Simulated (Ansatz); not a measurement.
# BeAl2Ge2, from a guessed structure to a relaxed one

Starting from a made-up structure for BeAl2Ge2, the aim is the relaxed cell, its shortest contacts and, where a second run follows, its electronic structure.

Program: Ansatz 0.2.0. Level of theory: DFT, PBE, plane-wave PAW, files of the set soft_1, scalar-relativistic, no spin, cell and ions relaxed at zero pressure; PAW set soft_1, in the first sound run; inputs show where later runs differ. Results are calculated unless marked as measured.

### Step 1. Starting point

The structure is trigonal, space group P-3m1 (No. 164). The conventional cell has a = 3.919 Å, b = 3.919 Å, c = 6.347 Å, α = 90.00°, β = 90.00°, γ = 120.00°. Nearest to Ge lie 4 Al at 2.40 to 2.51 Å and 3 Be at 2.72 Å. Nearest to Al lie 4 Ge at 2.40 to 2.51 Å. Nearest to Be lie 6 Ge at 2.72 Å. Farther neighbours are not listed.

As a file:

```cif
data_structure
_symmetry_space_group_name_H-M 'P-3m1'
_symmetry_Int_Tables_number 164
_cell_length_a 3.9190
_cell_length_b 3.9190
_cell_length_c 6.3470
_cell_angle_alpha 90.000
_cell_angle_beta 90.000
_cell_angle_gamma 120.000
_cell_volume 84.42
loop_
_atom_site_label
_atom_site_type_symbol
_atom_site_symmetry_multiplicity
_atom_site_Wyckoff_symbol
_atom_site_fract_x
_atom_site_fract_y
_atom_site_fract_z
_atom_site_occupancy
Ge1 Ge 2 d 0.33333 0.66667 0.23900 1
Al1 Al 2 d 0.33333 0.66667 0.63450 1
Be1 Be 1 a 0.00000 0.00000 0.00000 1
```

### Step 2. Relaxation of the guess

The guessed cell has no reason to be at equilibrium. It is relaxed with the atoms, within the space group of the guess.

Input file input.yaml:

```yaml
crystal:
  lattice:
    - [3.919, 0.0, 0.0]
    - [-1.9595, 3.393953557, 0.0]
    - [0.0, 0.0, 6.347]
  atoms:
    - { symbol: Ge, position: [0.333333333, 0.666666667, 0.239] }
    - { symbol: Ge, position: [0.666666667, 0.333333333, 0.761] }
    - { symbol: Al, position: [0.333333333, 0.666666667, 0.6345] }
    - { symbol: Al, position: [0.666666667, 0.333333333, 0.3655] }
    - { symbol: Be, position: [0.0, 0.0, 0.0] }
kpoints:
  mp_grid: { grid: [8, 8, 4] }
scf:
  occupations: { method: fermi_dirac, width: 0.05 }
hamiltonian:
  xc: pbe
  pseudopotentials: { kind: paw, azcp: { folder: soft_1 } }
relax:
  f_tol: 0.015
  max_steps: 70
  cell: {}
output:
  forces: true
  stress: true
```

The run is started by

```bash
> ansatz run input.yaml --threads 4 --pin off --max-ram 8192MiB --backend cpu --events-out ev --progress --plain --runs-dir out
```

Numbers of over 12 decimals in the logs are rounded to 6 here.

Log:

```text
Engine: ansatz 0.2.0, aarch64-unknown-linux-gnu
Pseudopotentials: kind: paw
Pseudopotential: Ge, paw, valence charge 14, recommended cutoff 420 eV (normal), soft_1/Ge.paw.azcp
Pseudopotential: Al, paw, valence charge 3, recommended cutoff 420 eV (normal), soft_1/Al.paw.azcp
Pseudopotential: Be, paw, valence charge 2, recommended cutoff 420 eV (normal), soft_1/Be.paw.azcp
Functional definition: PBE
  parameter kappa = 0.804
  parameter beta = 0.066725
  exchange = pbe_x(kappa = kappa, mu = beta*pi^2/3)
  correlation = pbe_c(beta = beta)
Crystal: 5 atoms, lattice volume = 84.421 Å³
Basis set: ecut = 420 eV, 1701 PW (Γ), exchange–correlation on 54×54×90 points (8 copies of the dense FFT grid, shifted against one another)
Bands: 23, of which v1, the nominal top of the filled ones, is band 18 counted from 1 (17 counted from 0)
Symmetry: 12 space group operations
Space group: P-3m1 (ITA 164), of the structure as read, at distance tolerance 4.4e-5 Å
k-points: 35 of 256
Non-local potential: Ge, projectors of the file, l = 0: 2, l = 1: 2, l = 2: 3, l = 3: 1
Non-local potential: Al, projectors of the file, l = 0: 2, l = 1: 2, l = 2: 1
Non-local potential: Be, projectors of the file, l = 0: 2, l = 1: 2, l = 2: 1
PAW form: soft (Blöchl's): semilocal exchange-correlation on the pseudo side does not see the compensation charge
PAW one-centre angular grid: Ge, 590 points (default); XC on 64 Gauss nodes
PAW one-centre angular grid: Al, 110 points (default); XC on 64 Gauss nodes
PAW one-centre angular grid: Be, 110 points (default); XC on 64 Gauss nodes
Initial density: superposition of atomic densities (chi_scale 0.1, normalization cell, long waves kept (reshape's long-wave potential 0.02 eV rms))
Initial wavefunctions: pseudopotential atomic-orbital guess
Functional: x = pbe(κ = 0.804, μ = 0.219515), c = pbe(β = 0.066725)
SCF iter   1: F=—  HF=-9756.098674 eV  |F-HF|=—  |Δ(HF+E_count)|=         —  Δρ=3.71e-2  dr2=1.81e0  ethr=3.10e-3  ⟨swp⟩=6.6  Hψ=3980  notcnv=0
preconditioner: auto → Kerker (q_TF=auto, 2.367 Å⁻¹)  [metal: Δε(μ)=0.064 eV  Ē_g=18.244 eV  σ=0.050 eV  W_gap=0.30  n_scr=22 (ndim 8)  ℏωp=24.2 eV  f_vac=0.000  D(μ)=1.16/eV (n_scr^D=2)]
SCF iter   2: F=—  HF=-9755.884658 eV  |F-HF|=—  |Δ(HF+E_count)|=   2.14e-1  Δρ=2.30e-2  dr2=6.85e-1  ethr=3.10e-3  ⟨swp⟩=2.0  Hψ=1226  notcnv=0  defer=8
SCF iter   3: F=—  HF=-9755.746822 eV  |F-HF|=—  |Δ(HF+E_count)|=   1.38e-1  Δρ=2.97e-3  dr2=8.57e-3  ethr=1.90e-3  ⟨swp⟩=2.1  Hψ=1110  notcnv=0  defer=8
SCF iter   4: F=—  HF=-9755.749311 eV  |F-HF|=—  |Δ(HF+E_count)|=   2.49e-3  Δρ=9.26e-4  dr2=1.13e-3  ethr=2.38e-5  ⟨swp⟩=3.0  Hψ=1676  notcnv=0  defer=8
SCF iter   5: F=—  HF=-9755.749611 eV  |F-HF|=—  |Δ(HF+E_count)|=   2.99e-4  Δρ=5.39e-4  dr2=3.75e-4  ethr=3.13e-6  ⟨swp⟩=2.0  Hψ=1423  notcnv=0  defer=8
SCF iter   6: F=—  HF=-9755.749398 eV  |F-HF|=—  |Δ(HF+E_count)|=   2.13e-4  Δρ=2.46e-4  dr2=6.97e-5  ethr=1.04e-6  ⟨swp⟩=2.0  Hψ=1424  notcnv=0  defer=8
SCF iter   7: F=—  HF=-9755.749369 eV  |F-HF|=—  |Δ(HF+E_count)|=   2.91e-5  Δρ=5.14e-5  dr2=5.06e-6  ethr=1.94e-7  ⟨swp⟩=2.0  Hψ=1058  notcnv=0  defer=8
SCF iter   8: F=—  HF=-9755.749370 eV  |F-HF|=—  |Δ(HF+E_count)|=   5.66e-7  Δρ=2.13e-5  dr2=7.07e-7  ethr=1.41e-8  ⟨swp⟩=3.0  Hψ=1463  notcnv=0  defer=8
SCF iter   9: F=-9755.749370 eV  HF=-9755.749370 eV  |F-HF|=7.71e-9  |Δ(HF+E_count)|=   1.74e-9  Δρ=6.04e-6  dr2=3.52e-8  ethr=2.78e-10  ⟨swp⟩=4.1  Hψ=2501  notcnv=0
SCF 1 converged in 9 iterations: F = -9755.749370 eV  dr2 = 3.52e-8
  greatest PAW one-centre occupation: 0.998 electrons in one spin orbital (limit 2), on the Ge atom at site 1 (counted from 0), in its partial waves of l = 2
relax step   1: F+E_penalty+E_count = -9755.74936954 eV  Δ(F+E_penalty+E_count) = +0.000e0 eV  max|allowed force component| = 2.096e0 eV/Å  Δτ_max = 0.0000 Å  P = +8.246 GPa  Ω = 84.421 Å³  (9 SCF iters, dr2 threshold 1.00e-7 eV, accepted)
Crystal: 5 atoms, lattice volume = 83.941 Å³
Basis set: ecut = 420 eV, 1677 PW (Γ), exchange–correlation on 54×54×90 points (8 copies of the dense FFT grid, shifted against one another)
Initial density: handed on by an earlier stage of this run
Initial wavefunctions: those handed on with the density
iter 1 solved again at ethr=8.27e-4 eV; its pass at ethr=3.10e-3 eV (dr2=2.98e-1 eV) is discarded
SCF iter   1: F=—  HF=-9756.251565 eV  |F-HF|=—  |Δ(HF+E_count)|=         —  Δρ=1.64e-2  dr2=2.98e-1  ethr=8.27e-4  ⟨swp⟩=1.0  Hψ=4814  notcnv=0
preconditioner: auto → Resta (q_TF=auto, 2.369 Å⁻¹)  ε∞=2.8  [insulator: Δε(μ)=0.152 eV  Ē_g=18.265 eV  σ=0.050 eV  W_gap=0.64  n_scr=22 (ndim 8)  ℏωp=24.3 eV  f_vac=0.000  D(μ)=1.15/eV (n_scr^D=2)  ε∞_Penn≈2.8]
SCF iter   2: F=—  HF=-9756.198394 eV  |F-HF|=—  |Δ(HF+E_count)|=   5.32e-2  Δρ=6.93e-3  dr2=1.48e-2  ethr=8.27e-4  ⟨swp⟩=2.3  Hψ=1145  notcnv=0
SCF iter   3: F=—  HF=-9756.199725 eV  |F-HF|=—  |Δ(HF+E_count)|=   1.33e-3  Δρ=3.25e-3  dr2=3.29e-3  ethr=4.11e-5  ⟨swp⟩=1.6  Hψ=927  notcnv=0
SCF iter   4: F=—  HF=-9756.200859 eV  |F-HF|=—  |Δ(HF+E_count)|=   1.13e-3  Δρ=4.09e-4  dr2=1.19e-4  ethr=9.15e-6  ⟨swp⟩=2.7  Hψ=1530  notcnv=0
SCF iter   5: F=—  HF=-9756.200788 eV  |F-HF|=—  |Δ(HF+E_count)|=   7.11e-5  Δρ=1.56e-4  dr2=2.48e-5  ethr=3.30e-7  ⟨swp⟩=2.0  Hψ=1435  notcnv=0
SCF iter   6: F=—  HF=-9756.200777 eV  |F-HF|=—  |Δ(HF+E_count)|=   1.15e-5  Δρ=4.75e-5  dr2=2.90e-6  ethr=6.89e-8  ⟨swp⟩=2.0  Hψ=1419  notcnv=0
SCF iter   7: F=-9756.200778 eV  HF=-9756.200778 eV  |F-HF|=7.45e-8  |Δ(HF+E_count)|=   9.93e-7  Δρ=7.91e-6  dr2=7.42e-8  ethr=1.39e-9  ⟨swp⟩=4.0  Hψ=2852  notcnv=0
SCF 2 converged in 7 iterations: F = -9756.200778 eV  dr2 = 7.42e-8
relax step   2: F+E_penalty+E_count = -9756.20077785 eV  Δ(F+E_penalty+E_count) = -4.514e-1 eV  max|allowed force component| = 5.932e-1 eV/Å  Δτ_max = 0.1947 Å  P = +4.262 GPa  Ω = 83.941 Å³  energy of the carried Pulay correction = +8.743e-5 eV  (7 SCF iters, dr2 threshold 5.00e-7 eV, accepted)
Crystal: 5 atoms, lattice volume = 86.227 Å³
Basis set: ecut = 420 eV, 1713 PW (Γ), exchange–correlation on 54×54×90 points (8 copies of the dense FFT grid, shifted against one another)
iter 1 solved again at ethr=3.71e-5 eV; its pass at ethr=3.10e-3 eV (dr2=1.33e-2 eV) is discarded
SCF iter   1: F=—  HF=-9756.340526 eV  |F-HF|=—  |Δ(HF+E_count)|=         —  Δρ=5.22e-3  dr2=1.33e-2  ethr=3.71e-5  ⟨swp⟩=1.1  Hψ=5064  notcnv=0
preconditioner: auto → Kerker (q_TF=auto, 2.359 Å⁻¹)  [metal: Δε(μ)=0.098 eV  Ē_g=7.343 eV  σ=0.050 eV  W_gap=0.40  n_scr=22 (ndim 8)  ℏωp=16.0 eV  f_vac=0.000  D(μ)=1.53/eV (n_scr^D=2)]
SCF iter   2: F=—  HF=-9756.339401 eV  |F-HF|=—  |Δ(HF+E_count)|=   1.12e-3  Δρ=2.81e-3  dr2=4.92e-3  ethr=3.70e-5  ⟨swp⟩=1.0  Hψ=805  notcnv=0
SCF iter   3: F=—  HF=-9756.338995 eV  |F-HF|=—  |Δ(HF+E_count)|=   4.06e-4  Δρ=4.98e-4  dr2=2.94e-4  ethr=1.37e-5  ⟨swp⟩=3.0  Hψ=1488  notcnv=0
SCF iter   4: F=—  HF=-9756.338984 eV  |F-HF|=—  |Δ(HF+E_count)|=   1.18e-5  Δρ=2.02e-4  dr2=4.97e-5  ethr=8.17e-7  ⟨swp⟩=2.0  Hψ=1428  notcnv=0
SCF iter   5: F=—  HF=-9756.338950 eV  |F-HF|=—  |Δ(HF+E_count)|=   3.36e-5  Δρ=9.09e-5  dr2=1.47e-5  ethr=1.38e-7  ⟨swp⟩=2.6  Hψ=1369  notcnv=0
SCF iter   6: F=—  HF=-9756.338954 eV  |F-HF|=—  |Δ(HF+E_count)|=   4.09e-6  Δρ=2.47e-5  dr2=1.05e-6  ethr=4.10e-8  ⟨swp⟩=2.2  Hψ=1094  notcnv=0
SCF iter   7: F=-9756.338954 eV  HF=-9756.338954 eV  |F-HF|=8.46e-9  |Δ(HF+E_count)|=   3.89e-7  Δρ=8.08e-6  dr2=6.06e-8  ethr=1.39e-9  ⟨swp⟩=4.0  Hψ=2487  notcnv=0
SCF 3 converged in 7 iterations: F = -9756.338954 eV  dr2 = 6.06e-8
relax step   3: F+E_penalty+E_count = -9756.33895439 eV  Δ(F+E_penalty+E_count) = -1.382e-1 eV  max|allowed force component| = 2.384e-1 eV/Å  Δτ_max = 0.0658 Å  P = +1.419 GPa  Ω = 86.227 Å³  energy of the carried Pulay correction = -3.247e-4 eV  (7 SCF iters, dr2 threshold 5.00e-7 eV, accepted)
[...]
relax step   4: F+E_penalty+E_count = -9756.34990797 eV  Δ(F+E_penalty+E_count) = -1.095e-2 eV  max|allowed force component| = 1.272e-1 eV/Å  Δτ_max = 0.0885 Å  P = -0.216 GPa  Ω = 87.949 Å³  energy of the carried Pulay correction = -6.281e-4 eV  (7 SCF iters, dr2 threshold 5.00e-7 eV, accepted)
[...]
relax step   5: F+E_penalty+E_count = -9756.36910223 eV  Δ(F+E_penalty+E_count) = -1.919e-2 eV  max|allowed force component| = 1.746e-2 eV/Å  Δτ_max = 0.0328 Å  P = +0.144 GPa  Ω = 87.483 Å³  energy of the carried Pulay correction = -5.466e-4 eV  (6 SCF iters, dr2 threshold 5.00e-7 eV, accepted)
[...]
relax step   6: F+E_penalty+E_count = -9756.36920619 eV  Δ(F+E_penalty+E_count) = -1.040e-4 eV  max|allowed force component| = 6.715e-3 eV/Å  Δτ_max = 0.0022 Å  P = +0.056 GPa  Ω = 87.570 Å³  energy of the carried Pulay correction = -5.618e-4 eV  (4 SCF iters, dr2 threshold 7.69e-8 eV, accepted)
[...]
relax step   7: F+E_penalty+E_count = -9756.36919094 eV  Δ(F+E_penalty+E_count) = +1.524e-5 eV  max|allowed force component| = 6.489e-3 eV/Å  Δτ_max = 0.0013 Å  P = -0.043 GPa  Ω = 87.680 Å³  energy of the carried Pulay correction = -5.810e-4 eV  (5 SCF iters, dr2 threshold 7.96e-9 eV, accepted)
[...]
relax step   8: F+E_penalty+E_count = -9756.36921421 eV  Δ(F+E_penalty+E_count) = -2.327e-5 eV  max|allowed force component| = 2.936e-4 eV/Å  Δτ_max = 0.0010 Å  P = +0.000 GPa  Ω = 87.627 Å³  energy of the carried Pulay correction = -5.718e-4 eV  (4 SCF iters, dr2 threshold 7.45e-9 eV, accepted)
Initial wavefunctions: pseudopotential atomic-orbital guess (no wavefunctions were taken with the density)
iter 1 solved again at ethr=2.42e-6 eV; its pass at ethr=3.10e-3 eV (dr2=8.73e-4 eV) is discarded
SCF iter   1: F=—  HF=-9756.369850 eV  |F-HF|=—  |Δ(HF+E_count)|=         —  Δρ=9.46e-5  dr2=2.32e-7  ethr=2.42e-6  ⟨swp⟩=2.1  Hψ=5331  notcnv=0
eigensolver tolerance schedule: the retry pair's looser diagonalisation over-reported the residual by 3760.95 of it (diagonalisation noise at an unbounded share of the residual, at the tolerance the schedule requests for it); recorded, not acted on — ethr = c·dr2/N_el stays at c = 1.0e-1
SCF iter   2: F=—  HF=-9756.369872 eV  |F-HF|=—  |Δ(HF+E_count)|=   2.19e-5  Δρ=4.89e-5  dr2=9.83e-8  ethr=6.44e-10  ⟨swp⟩=2.8  Hψ=1552  notcnv=0
SCF iter   3: F=—  HF=-9756.369885 eV  |F-HF|=—  |Δ(HF+E_count)|=   1.24e-5  Δρ=1.17e-5  dr2=6.30e-9  ethr=2.73e-10  ⟨swp⟩=3.0  Hψ=1558  notcnv=0
SCF iter   4: F=—  HF=-9756.369885 eV  |F-HF|=—  |Δ(HF+E_count)|=   7.13e-7  Δρ=1.84e-6  dr2=3.57e-10  ethr=1.75e-11  ⟨swp⟩=2.0  Hψ=1431  notcnv=0
SCF iter   5: F=-9756.369885 eV  HF=-9756.369885 eV  |F-HF|=9.09e-12  |Δ(HF+E_count)|=   1.78e-8  Δρ=1.90e-7  dr2=3.17e-11  ethr=1.00e-12  ⟨swp⟩=4.0  Hψ=2797  notcnv=0
SCF 9 converged in 5 iterations: F = -9756.369885 eV  dr2 = 3.17e-11
relax step   9: F+E_penalty+E_count = -9756.36988534 eV  Δ(F+E_penalty+E_count) = -6.711e-4 eV  max|allowed force component| = 2.411e-4 eV/Å  Δτ_max = 0.0000 Å  P = +0.010 GPa  Ω = 87.627 Å³  stress off target by 1.04e-2 GPa  SCF on the basis re-selected at this cell (its energy is not comparable with the rows above)  (5 SCF iters)
basis re-selected at this cell: Δ(F+E_penalty+E_count) = -6.711e-4 eV, ΔP = +0.010 GPa vs the last step (what re-selecting the basis moved, of the pressure what is left beyond the Pulay correction that the steps carried, after the strain that the cell walked since its last selection, with what the two solves' SCF thresholds leave and, on support functions, any second-order correction that the steps lacked; it is no m [...]
SCF converged after 5 iterations
Free energy (F): -9756.369885 eV
Harris-Foulkes:  -9756.369885 eV  (|F-HF|=9.09e-12)
Internal energy: -9756.359792 eV  (E = F + TS)
E sigma→0 (E₀):  -9756.364839 eV
Entropy (-TS):   -0.010094 eV (-2.019 meV/atom)
Fermi energy:    8.097990 eV
--- Per-component energies (eV) ---
  E_band       = -270.418482
  E_kinetic    = 246.413310
  E_local      = -4867.884419  (includes V_loc(G=0)·N_el)
  E_nonlocal   = 457.131904
  E_hartree    = 2343.654640
  E_xc         = -237.544381
  E_vxc        = -207.206813  (∫ρ·V_xc dr)
  E_paw        = -5021.255553  (= ΣΔE_a)
  E_vpaw       = -586.181484  (= ΣTr[D̂ρ^β])
  E_aug_tail   = 0.000034  (compensation charges beyond the density's cutoff)
  E_ewald      = -2676.875327
  E_smearing   = -0.010094  (= −TS)
  E_closure    = 0.000000  (closes the sum)
  Σ components = -9756.369885   (vs F -9756.369885, Δ=0.00e0)
--- Forces (eV/Å), atoms counted from 1 ---
  atom   1  Ge     0.00000000     0.00000000     0.00024107
  atom   2  Ge     0.00000000    -0.00000000    -0.00024107
  atom   3  Al     0.00000000    -0.00000000    -0.00022572
  atom   4  Al     0.00000000     0.00000000     0.00022572
  atom   5  Be     0.00000000     0.00000000     0.00000000
  max |Σ_I F_I| component: 6.94e-18 eV/Å
--- Stress (GPa, compression-positive) ---
        0.009596      -0.000000      -0.000000
       -0.000000       0.009596      -0.000000
       -0.000000      -0.000000       0.010358
  P = ⅓ Tr σ = 0.0099 GPa (0.099 kbar)
--- Relaxed structure (8 steps of the walk, 8 accepted, 1 SCFs on fresh bases) ---
  F+E_penalty+E_count = -9756.36988534 eV   max|allowed force component| = 2.411e-4 eV/Å   (the final SCF, on the basis selected at the relaxed cell)
  cell:  # Å, volume = 87.6273 Å³
    - [3.982904, 0, 0]
    - [-1.991452, 3.449296, 0]
    - [0, 0, 6.378365]
  atoms:
    - { symbol: Ge, position: [0.333333, 0.666667, 0.193060] }
    - { symbol: Ge, position: [0.666667, 0.333333, 0.806940] }
    - { symbol: Al, position: [0.333333, 0.666667, 0.623994] }
    - { symbol: Al, position: [0.666667, 0.333333, 0.376006] }
    - { symbol: Be, position: [0, 0, -8.472731645703642e-19] }
```

Run time: 7 s. Hardware: 4 threads of Arm Neoverse V2, shared host; peak memory 0.41 GiB.

Relaxation path:

```csv
step,energy less that of the first step (eV),largest force component (eV/Å),pressure (GPa),volume (Å³)
1,0.0000,2.0957,8.25,84.42
2,-0.4514,0.5932,4.26,83.94
3,-0.5896,0.2384,1.42,86.23
4,-0.6005,0.1272,-0.22,87.95
5,-0.6197,0.0175,0.14,87.48
6,-0.6198,0.0067,0.06,87.57
7,-0.6198,0.0065,-0.04,87.68
8,-0.6198,0.0003,0.00,87.63
9*,-0.6205,0.0002,0.01,87.63
```

Relaxation steps marked * repeat the geometry before them on a plane-wave basis chosen anew for their cell, so energy and pressure can jump there.

Forces are held to the 12 operations that the run works with; a distortion that breaks them can't arise in this run.

```csv
"conventional cell, symmetrised",before,after,change
a (Å),3.919,3.983,+1.6 %
b (Å),3.919,3.983,+1.6 %
c (Å),6.347,6.378,+0.5 %
volume (Å³/atom),16.88,17.53,+3.8 %
```

The atoms that moved most (Å, as changes of fractional coordinates times the final cell):

```csv
atom,dx,dy,dz,length
Ge1,0.000,0.000,-0.293,0.293
Ge2,0.000,0.000,0.293,0.293
Al3,0.000,0.000,-0.067,0.067
Al4,0.000,0.000,0.067,0.067
```

The relaxed structure:

```cif
data_structure
_symmetry_space_group_name_H-M 'P 1'
_symmetry_Int_Tables_number 1
_cell_length_a 3.9829
_cell_length_b 3.9829
_cell_length_c 6.3784
_cell_angle_alpha 90.000
_cell_angle_beta 90.000
_cell_angle_gamma 120.000
_cell_volume 87.63
loop_
_atom_site_label
_atom_site_type_symbol
_atom_site_fract_x
_atom_site_fract_y
_atom_site_fract_z
_atom_site_occupancy
Ge1 Ge 0.33333 0.66667 0.19306 1
Ge2 Ge 0.66667 0.33333 0.80694 1
Al3 Al 0.33333 0.66667 0.62399 1
Al4 Al 0.66667 0.33333 0.37601 1
Be5 Be 0.00000 0.00000 0.00000 1
```

Numbers from this step:

```yaml
free_energy: -9756.3699 eV
energy_at_zero_smearing: -9756.3648 eV
smearing_term_ts: 0.01009 eV
fermi_energy: 8.098 eV
electrons: 36
symmetry_operations: 12
pressure: 0.009850 GPa
```

Shortest distances by pair of elements, guess and relaxed (not always the same contact):

```csv
pair,guess (Å),relaxed (Å)
Al–Ge,2.401,2.579
Be–Ge,2.724,2.608
Al–Al,2.835,2.791
Al–Be,3.241,3.323
Ge–Ge,3.785,3.369
```

The relaxation ends with a largest force component of 2.4e-4 eV/Å and a pressure of 0.01 GPa.

[end of part 1 of 2]

[Logs are printed without paths, hosts, clocks, repeated set-up lines and the standing remarks that a program may print on its own settings, such as how far it seeks lower states.]

[Hosts, paths, dates, database ids (printed as entryN), source tags and the programs' standing remarks are cut or masked in the printed files.]
